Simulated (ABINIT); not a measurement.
# Quasiparticle gap of BP (F-43m) in ABINIT, part 2 of 3

Aim: the G0W0 gap of BP (F-43m) on PBE, step by step.

ABINIT 10.8.3; PBE and many-body steps on it, plane waves. Known limits of the many-body steps: not at the basis limit; coarse k mesh.

So far. Step 2 (Ground state): The gap is indirect, with the least direct gap 2.13 eV higher.

## 3. Bands along the symmetry lines

Level of this step: DFT, PBE, plane waves, norm-conserving pseudopotentials (ABINIT).

Levels along a band path, at the cheap level, show where the edges lie and whether the meshes to come will hold them.

run.abi reads:

```
acell 3*1.0 Angstrom
rprim 
  0.000000000000 2.269000000000 2.269000000000
  2.269000000000 0.000000000000 2.269000000000
  2.269000000000 2.269000000000 0.000000000000
ntypat 2
znucl 5 15
natom 2
typat 1 2
xred 
  0.000000000000 0.000000000000 0.000000000000
  0.250000000000 0.250000000000 0.250000000000
pp_dirpath "pseudos"
pseudos "B.upf, P.upf"
ecut 34
iscf -2
irdden 1
kptopt 0
nkpt 50
kpt 
  0.00000000 0.00000000 0.00000000
  -0.06250000 -0.06250000 0.00000000
  -0.12500000 -0.12500000 0.00000000
  -0.18750000 -0.18750000 0.00000000
  -0.25000000 -0.25000000 0.00000000
  -0.31250000 -0.31250000 0.00000000
  -0.37500000 -0.37500000 0.00000000
  -0.43750000 -0.43750000 0.00000000
  -0.50000000 -0.50000000 0.00000000
  -0.48437500 -0.48437500 0.03125000
  -0.46875000 -0.46875000 0.06250000
  -0.45312500 -0.45312500 0.09375000
  -0.43750000 -0.43750000 0.12500000
  -0.42187500 -0.42187500 0.15625000
  -0.40625000 -0.40625000 0.18750000
  -0.39062500 -0.39062500 0.21875000
  -0.37500000 -0.37500000 0.25000000
  -0.37500000 0.00000000 0.37500000
  -0.32812500 0.00000000 0.32812500
  -0.28125000 0.00000000 0.28125000
  -0.23437500 0.00000000 0.23437500
  -0.18750000 0.00000000 0.18750000
  -0.14062500 0.00000000 0.14062500
  -0.09375000 0.00000000 0.09375000
  -0.04687500 0.00000000 0.04687500
  0.00000000 0.00000000 0.00000000
  0.00000000 0.00000000 0.06250000
  0.00000000 0.00000000 0.12500000
  0.00000000 0.00000000 0.18750000
  0.00000000 0.00000000 0.25000000
  0.00000000 0.00000000 0.31250000
  0.00000000 0.00000000 0.37500000
  0.00000000 0.00000000 0.43750000
  0.00000000 0.00000000 0.50000000
  -0.06250000 -0.03125000 0.46875000
  -0.12500000 -0.06250000 0.43750000
  -0.18750000 -0.09375000 0.40625000
  -0.25000000 -0.12500000 0.37500000
  -0.31250000 -0.15625000 0.34375000
  -0.37500000 -0.18750000 0.31250000
  -0.43750000 -0.21875000 0.28125000
  -0.50000000 -0.25000000 0.25000000
  -0.50000000 -0.28125000 0.21875000
  -0.50000000 -0.31250000 0.18750000
  -0.50000000 -0.34375000 0.15625000
  -0.50000000 -0.37500000 0.12500000
  -0.50000000 -0.40625000 0.09375000
  -0.50000000 -0.43750000 0.06250000
  -0.50000000 -0.46875000 0.03125000
  -0.50000000 -0.50000000 0.00000000
istwfk *1
nband 11
nbdbuf 2
tolwfr 1e-08
nstep 40
prtwf 0
prtvol 0
indata_prefix "in"
outdata_prefix "out"
tmpdata_prefix "tmp"
```

Command:

```sh
$ OMP_NUM_THREADS=1 mpirun -n 8 abinit run.abi > log
```

Numbers of over 12 decimals in the logs are rounded to 6 here.

Log:

```text
.Version 10.8.3 of ABINIT. v10.8.2 released Aug 2026.

 Symmetries : space group F-4 3 m (#216); Bravais cF (face-center cubic)
[... echo of the input left out ...]
== DATASET  1 ==================================================================
-   mpi_nproc: 8, omp_nthreads: 1 (-1 if OMP is not activated)

--- !DatasetInfo
iteration_state: {dtset: 1, }
dimensions: {natom: 2, nkpt: 50, mband: 11, nsppol: 1, nspinor: 1, nspden: 1, mpw: 1524, }
cutoff_energies: {ecut:  34.0, pawecutdg:  -1.0, }
electrons: {nelect:   8.00000000E+00, charge:   0.00000000E+00, occopt:   1.00000000E+00, tsmear:   1.00000000E-02, }

 Real(R)+Recip(G) space primitive vectors, cartesian coordinates (Bohr,Bohr^-1):
 R(1)=  0.0000000  4.2877886  4.2877886  G(1)= -0.1166102  0.1166102  0.1166102
 R(2)=  4.2877886  0.0000000  4.2877886  G(2)=  0.1166102 -0.1166102  0.1166102
 R(3)=  4.2877886  4.2877886  0.0000000  G(3)=  0.1166102  0.1166102 -0.1166102
 Unit cell volume ucvol=  1.5766311E+02 bohr^3
 Angles (23,13,12)=  6.00000000E+01  6.00000000E+01  6.00000000E+01 degrees

 getcut: wavevector=  0.0000  0.0000  0.0000  ngfft=  32  32  32
         ecut(hartree)=     34.000   => boxcut(ratio)=   2.01047

--- Pseudopotential description ------------------------------------------------
- B Generated using ONCVPSP code by D. R. Hamann
-  5.00000   3.00000  171031                  znucl, zion, pspdat
12 -101130 1 -1 1534                          pspcod,pspxc,lmax,lloc,mmax
     nproj     2     2     0
  pspatm : epsatm=    3.38844616
         --- l  ekb(1:nproj) -->
             0    8.382104    1.234201
             1   -3.719492   -0.867526
 pspatm: atomic psp has been read  and splines computed

- P Generated using ONCVPSP code by D. R. Hamann
- 15.00000   5.00000  171031                  znucl, zion, pspdat
12 -101130 2 -1 1298                          pspcod,pspxc,lmax,lloc,mmax
     nproj     2     2     2
  pspatm : epsatm=    8.05910421
         --- l  ekb(1:nproj) -->
             0    6.598722    1.052341
[...]
pspatm: atomic psp has been read  and splines computed

--------------------------------------------------------------------------------

================================================================================
 prteigrs : about to open file out_EIG
 Non-SCF case, kpt    1 (  0.00000  0.00000  0.00000), residuals and eigenvalues=
  2.07E-09  2.03E-09  2.54E-09  7.57E-09  9.91E-10  7.95E-09  8.75E-09  2.09E-09
[...]
-3.0111E-01  2.6701E-01  2.6701E-01  2.6701E-01  3.9220E-01  3.9220E-01
  3.9220E-01  5.3740E-01  6.9047E-01  7.0970E-01  7.0970E-01
 Non-SCF case, kpt    2 ( -0.06250 -0.06250  0.00000), residuals and eigenvalues=
  4.40E-09  2.39E-09  4.87E-09  9.99E-09  1.46E-09  4.38E-09  3.97E-09  3.31E-09
[...]
-2.9765E-01  2.5282E-01  2.5282E-01  2.5505E-01  3.8534E-01  4.1020E-01
[...]
3.54E-09  2.57E-09  3.37E-09  7.93E-09  3.89E-09  3.70E-09  8.59E-09  5.77E-09
[...]
-2.8732E-01  2.2366E-01  2.2386E-01  2.2386E-01  3.6930E-01  4.5040E-01
  4.5040E-01  5.4631E-01  6.4728E-01  7.2434E-01  7.3398E-01
[...]
Non-SCF case, kpt   49 ( -0.50000 -0.46875  0.03125), residuals and eigenvalues=
[...]
-1.2244E-01 -4.7675E-02  1.1332E-01  1.1345E-01  3.2073E-01  3.3283E-01
  7.0552E-01  7.0931E-01  8.1682E-01  8.6372E-01  9.1210E-01
 Non-SCF case, kpt   50 ( -0.50000 -0.50000  0.00000), residuals and eigenvalues=
[...]
-1.2278E-01 -4.8232E-02  1.1583E-01  1.1583E-01  3.1652E-01  3.2827E-01
  7.1044E-01  7.1044E-01  8.2597E-01  8.7270E-01  9.2368E-01

--- !ResultsGS
iteration_state: {dtset: 1, }
comment   : Summary of ground state results
lattice_vectors:
- [  0.0000000,   4.2877886,   4.2877886, ]
- [  4.2877886,   0.0000000,   4.2877886, ]
- [  4.2877886,   4.2877886,   0.0000000, ]
lattice_lengths: [   6.06385,    6.06385,    6.06385, ]
lattice_angles: [ 60.000,  60.000,  60.000, ] # degrees, (23, 13, 12)
lattice_volume:   1.5766311E+02
convergence: {deltae:  0.000E+00, res2:  0.000E+00, residm:  9.993E-09, diffor:  0.000E+00, }
etotal    :  -9.89670974E+00
entropy   :   0.00000000E+00
fermie    :   2.67006735E-01
cartesian_stress_tensor: null
pressure_GPa: null
xred      :
- [  0.0000E+00,   0.0000E+00,   0.0000E+00,  B]
- [  2.5000E-01,   2.5000E-01,   2.5000E-01,  P]
cartesian_forces: null
force_length_stats: {min: null, max: null, mean: null, }

 Integrated electronic density in atomic spheres:
 ------------------------------------------------
 Atom  Sphere_radius  Integrated_density
[...]
================================================================================

 ----iterations are completed or convergence reached----

 Mean square residual over all n,k,spin=   47.323E-10; max=  99.929E-10
 reduced coordinates (array xred) for    2 atoms
[...]
cartesian coordinates (angstrom) at end:
    1      0.000000     0.000000     0.000000
    2      1.134500     1.134500     1.134500
 length scales=  1.889726125908  1.889726125908  1.889726125908 bohr
              =  1.000000000000  1.000000000000  1.000000000000 angstroms
 prteigrs : about to open file out_EIG
 Eigenvalues (hartree) for nkpt=  50  k points:
 kpt#   1, nband= 11, wtk=  1.00000, kpt=  0.0000  0.0000  0.0000 (reduced coord)
[...]
kpt#   2, nband= 11, wtk=  1.00000, kpt= -0.0625 -0.0625  0.0000 (reduced coord)
[...]
kpt#   3, nband= 11, wtk=  1.00000, kpt= -0.1250 -0.1250  0.0000 (reduced coord)
[...]
kpt#  49, nband= 11, wtk=  1.00000, kpt= -0.5000 -0.4687  0.0313 (reduced coord)
  -0.12244   -0.04767    0.11332    0.11345    0.32073    0.33283    0.70552    0.70931
   0.81682    0.86372    0.91210
 kpt#  50, nband= 11, wtk=  1.00000, kpt= -0.5000 -0.5000  0.0000 (reduced coord)
  -0.12278   -0.04823    0.11583    0.11583    0.31652    0.32827    0.71044    0.71044
   0.82597    0.87270    0.92368

== END DATASET(S) ==============================================================
================================================================================

 -outvars: echo values of variables after computation  --------
            nband          11
             nkpt          50
          spgroup         216
 [... the other variables as echoed above ...]

 Calculation completed.
```

The job ended after 6 s (8 MPI ranks of Intel Xeon Platinum 8259CL at 2.50GHz (Skylake/Cascade Lake), shared host; peak memory 0.47 GiB).

This step gave:

- gap: 1.260 eV
- k of the valence top: 0, 0, 0
- k of the conduction bottom: -0.4375, -0.4375, 0
- least direct gap: 3.407 eV

The gap is 1.260 eV, −0.020 eV from the run before at this level.

The electronic bands at the labelled points (eV, zero at the top of the highest filled band; v1 is the highest filled band, c1 the lowest empty one):

```
    point      v4     v3     v2     v1    c1    c2     c3     c4
        Γ  -15.46   0.00   0.00   0.00  3.41  3.41   3.41   7.36
  halfway  -13.98  -3.69  -2.73  -2.73  1.82  4.96   7.71   7.71
        X  -10.61  -8.58  -4.11  -4.11  1.35  1.67  12.07  12.07
  halfway  -10.55  -8.46  -5.05  -3.96  1.65  3.01  11.32  11.62
        U  -10.61  -8.16  -6.22  -3.50  2.16  6.00   9.71  10.59
jump to K  -10.61  -8.16  -6.22  -3.50  2.16  6.00   9.71  10.59
  halfway  -13.81  -4.91  -3.87  -1.08  4.56  5.09   6.13   8.30
        Γ  -15.46   0.00   0.00   0.00  3.41  3.41   3.41   7.36
  halfway  -14.35  -4.84  -1.12  -1.12  4.00  4.76   4.76   9.60
        L  -12.14  -9.03  -1.76  -1.76  3.78  4.72   4.72  10.13
  halfway  -11.48  -8.44  -4.52  -3.11  4.19  5.20   8.29   9.77
        W  -10.33  -8.05  -5.67  -5.47  5.33  6.77   7.23   7.45
  halfway  -10.48  -8.36  -4.93  -4.86  2.90  3.37  10.21  10.99
        X  -10.61  -8.58  -4.11  -4.11  1.35  1.67  12.07  12.07
```

The electronic bands as a text plot (rows in eV, shown from -8.0 to 7.3 only):

```
    6.9 |                   ++++                     +    +
    6.3 |    +            +   +++                       ++
    5.7 |                                           +  +   +
    5.0 |  ++ ++         +      +++         +++++ +++++ +++++
    4.4 |                       +++++      +     +++ +++    +
    3.8 | +     ++      +     ++   +++  +++++++++++++
    3.1 |++            +    ++        ++                     +
    2.5 |  +++    +        +                                  +
    1.9 |     ++   ++++++++                                    ++
    1.2 |       +++++++                                         +
    0.6 |
   -0.1 |**                        ******
   -0.7 | *                      **  *  ****
   -1.3 |  **                   *  **       ****
   -2.0 |    *                **   **    **     *****
   -2.6 |    ***            **   **                 **
   -3.2 |       **        **     **        *          *
   -3.9 |     **  ********      *                    * *        *
   -4.5 |             *                               * *     **
   -5.1 |       **     **     ***           *          * * ***
   -5.8 |                *  **                          ****
   -6.4 |         *       **  **             **
   -7.0 |                   **
   -7.7 |          **      *                   *
         Γ           X  U|K            Γ         L        W     X
```

## 4. Empty states on the mesh, 4×4×4 mesh, 119 bands

The sums over transitions need many empty states on a uniform mesh; this step solves for them.

run.abi reads:

```
acell 3*1.0 Angstrom
rprim 
  0.000000000000 2.269000000000 2.269000000000
  2.269000000000 0.000000000000 2.269000000000
  2.269000000000 2.269000000000 0.000000000000
ntypat 2
znucl 5 15
natom 2
typat 1 2
xred 
  0.000000000000 0.000000000000 0.000000000000
  0.250000000000 0.250000000000 0.250000000000
pp_dirpath "pseudos"
pseudos "B.upf, P.upf"
ecut 34
ngkpt 4 4 4
nshiftk 1
shiftk 0 0 0
kptopt 1
chksymbreak 0
irdden 1
istwfk *1
nband 119
prtvol 0
optdriver 6
gwr_task "HDIAGO"
paral_kgb 0
occopt 1
indata_prefix "in"
outdata_prefix "out"
tmpdata_prefix "tmp"
```

Log:

```text
[banner, memory and clock lines left out]
.Version 10.8.3 of ABINIT. v10.8.2 released Aug 2026.

 Symmetries : space group F-4 3 m (#216); Bravais cF (face-center cubic)
[... echo of the input left out ...]
== DATASET  1 ==================================================================
-   mpi_nproc: 8, omp_nthreads: 1 (-1 if OMP is not activated)

--- !DatasetInfo
iteration_state: {dtset: 1, }
dimensions: {natom: 2, nkpt: 8, mband: 119, nsppol: 1, nspinor: 1, nspden: 1, mpw: 1524, }
cutoff_energies: {ecut:  34.0, pawecutdg:  -1.0, }
electrons: {nelect:   8.00000000E+00, charge:   0.00000000E+00, occopt:   1.00000000E+00, tsmear:   1.00000000E-02, }

.Using double precision arithmetic; gwpc =  8

- Reading GS density from: in_DEN

--- Pseudopotential description ------------------------------------------------
- B Generated using ONCVPSP code by D. R. Hamann
-  5.00000   3.00000  171031                  znucl, zion, pspdat
12 -101130 1 -1 1534                          pspcod,pspxc,lmax,lloc,mmax
     nproj     2     2     0
  pspatm : epsatm=    3.38844616
         --- l  ekb(1:nproj) -->
             0    8.382104    1.234201
             1   -3.719492   -0.867526
 pspatm: atomic psp has been read  and splines computed

- P Generated using ONCVPSP code by D. R. Hamann
- 15.00000   5.00000  171031                  znucl, zion, pspdat
12 -101130 2 -1 1298                          pspcod,pspxc,lmax,lloc,mmax
     nproj     2     2     2
  pspatm : epsatm=    8.05910421
         --- l  ekb(1:nproj) -->
             0    6.598722    1.052341
             1    3.369366    0.884600
             2   -3.154982   -0.827415
 pspatm: atomic psp has been read  and splines computed

   9.15804030E+01                                ecore*ucvol(ha*bohr**3)

 Total charge density [el/Bohr^3]
)     Maximum=    1.4295E-01  at reduced coord.    0.1563    0.1563    0.5313
)     Minimum=    1.0033E-03  at reduced coord.    0.2500    0.2500    0.2500
   Integrated=    8.0000E+00

 === KS gaps after direct diagonalization ===
 Indirect band gap semiconductor
 Fundamental gap:     1.347 (eV)
   VBM:     7.266 (eV) at k: [ 0.0000E+00,  0.0000E+00,  0.0000E+00]
   CBM:     8.613 (eV) at k: [ 5.0000E-01,  5.0000E-01,  0.0000E+00]
 Direct gap:         3.407 (eV) at k: [ 0.0000E+00,  0.0000E+00,  0.0000E+00]

== END DATASET(S) ==============================================================

 -outvars: echo values of variables after computation  --------
           etotal      0.0000000000E+00
            nband         119
             nkpt           8
          spgroup         216
 [... the other variables as echoed above ...]

 Calculation completed.
```

Elapsed: 7 s, on 8 MPI ranks; peak memory 0.78 GiB.

This step gave:

```yaml
gap: 1.347 eV
k_of_the_valence_top: 0, 0, 0
k_of_the_conduction_bottom: 0.5, 0.5, 0
least_direct_gap: 3.407 eV
k_points_computed: 8
lowest_point_of_the_top_converged_band_above_the_valence_top: 134.7591 eV
```

On this mesh the gap is 1.347 eV. The earlier step found 1.280 eV, so this mesh misses an edge.

## 5. Screening, 4×4×4 mesh, 111 bands, screening to 217.7 eV

The RPA dielectric matrix is built and inverted for each q.

This step: RPA screening on PBE, plane waves, norm-conserving pseudopotentials.

Changes to run.abi since step 4:

```diff
@@ -20,10 +20,11 @@
 chksymbreak 0
-irdden 1
 istwfk *1
-nband 119
-prtvol 0
-optdriver 6
-gwr_task "HDIAGO"
-paral_kgb 0
 occopt 1
+irdwfk 1
+optdriver 3
+nband 111
+ecuteps 8
+inclvkb 2
+awtr 1
+symchi 1
 indata_prefix "in"
```

Log:

```text
.Version 10.8.3 of ABINIT. v10.8.2 released Aug 2026.

 Symmetries : space group F-4 3 m (#216); Bravais cF (face-center cubic)
[... echo of the input left out ...]
== DATASET  1 ==================================================================
-   mpi_nproc: 8, omp_nthreads: 1 (-1 if OMP is not activated)

--- !DatasetInfo
iteration_state: {dtset: 1, }
dimensions: {natom: 2, nkpt: 8, mband: 111, nsppol: 1, nspinor: 1, nspden: 1, mpw: 1524, }
cutoff_energies: {ecut:  34.0, pawecutdg:  -1.0, }
electrons: {nelect:   8.00000000E+00, charge:   0.00000000E+00, occopt:   1.00000000E+00, tsmear:   1.00000000E-02, }

 SCREENING: Calculation of the susceptibility and dielectric matrices

 Based on a program developped by R.W. Godby, V. Olevano, G. Onida, and L. Reining.
 Incorporated in ABINIT by V. Olevano, G.-M. Rignanese, and M. Torrent.
.Using double precision arithmetic ; gwpc =  8

[... cell and pseudopotentials left out ...]
--------------------------------------------------------------------------------

 ==== K-mesh for the wavefunctions ====
 Number of points in the irreducible wedge :     8
[... list of points left out ...]
 Together with 24 symmetry operations and time-reversal symmetry
 yields    64 points in the full Brillouin Zone.

 ==== Q-mesh for the screening function ====
 Number of points in the irreducible wedge :     8
[... list of points left out ...]
 Together with 24 symmetry operations and time-reversal symmetry
 yields    64 points in the full Brillouin Zone.

 setmesh: FFT mesh size selected  =    24x   24x   24
          total number of points  =        13824

 vcoul_init : cutoff-mode = AUXILIARY_FUNCTION
 q-points for optical limit:   1
     1)      0.000010    0.000020    0.000030

- screening: taking advantage of time-reversal symmetry
- Maximum band index for partially occupied states nbvw = 4
- Remaining bands to be divided among processors   nbcw = 107
- Number of bands treated by each node ~13

 Number of electrons calculated from density =    8.0000; Expected =    8.0000
 average of density, n =  0.050741
 r_s =    1.6757
 omega_plasma =   21.7288 [eV]

 calculating chi0 at frequencies [eV] :
  1    0.000000E+00    0.000000E+00
  2    0.000000E+00    2.172879E+01

--------------------------------------------------------------------------------
  q-point number  1        q = ( 0.000000, 0.000000, 0.000000) [r.l.u.]
--------------------------------------------------------------------------------
[... chi0 elements left out ...]
 For q-point:  0.000010 0.000020 0.000030
  dielectric constant =  12.7549
  dielectric constant without local fields =  13.9137

  Average fulfillment of the sum rule on Im[epsilon] for q-point    1 :     92.02  [%]
[... wings left out ...]
  q-point number  2        q = ( 0.250000, 0.000000, 0.000000) [r.l.u.]
--------------------------------------------------------------------------------
[... chi0 elements left out ...]
  Average fulfillment of the sum rule on Im[epsilon] for q-point    2 :     94.40  [%]

 [... 6 further q-points ...]
```

Wall time 20 s (8 MPI ranks); peak memory 0.86 GiB.

Numbers from this step:

| Item | Value |
| --- | --- |
| ε∞ with local fields, on this mesh, along the program's q direction | 12.75 |
| the same without local fields | 13.91 |
| plasma frequency | 21.73 eV |
| plane waves in the screening matrix | 169 |

Local fields lower ε∞ by 8 %. On a Γ-centred mesh this coarse the value itself is usually too large, while a short band sum pulls it down.

(Continued in part 3 of 3.)

[Paths, hosts, dates, memory and timing lines, banners, echoed tables and standing remarks are left out of the program output.]

[Logs are printed without paths, hosts, clocks, repeated set-up lines and the standing remarks that a program may print on its own settings, such as how far it seeks lower states.]

[Runs of the session that timed out or met a known fault of the program may be left out.]

[Hosts, paths, dates, database ids (printed as entryN), source tags and the programs' standing remarks are cut or masked in the printed files.]

[G0W0 gaps are taken among the corrected bands and points alone; a level outside them can change the order at an edge.]

[Where Ansatz stands beside ABINIT at settings called matched, ABINIT's density can come from a denser mesh and the files from another edition; pairs whose starting gaps differed by over 0.03 eV were left out, so agreement reads better than it is.]
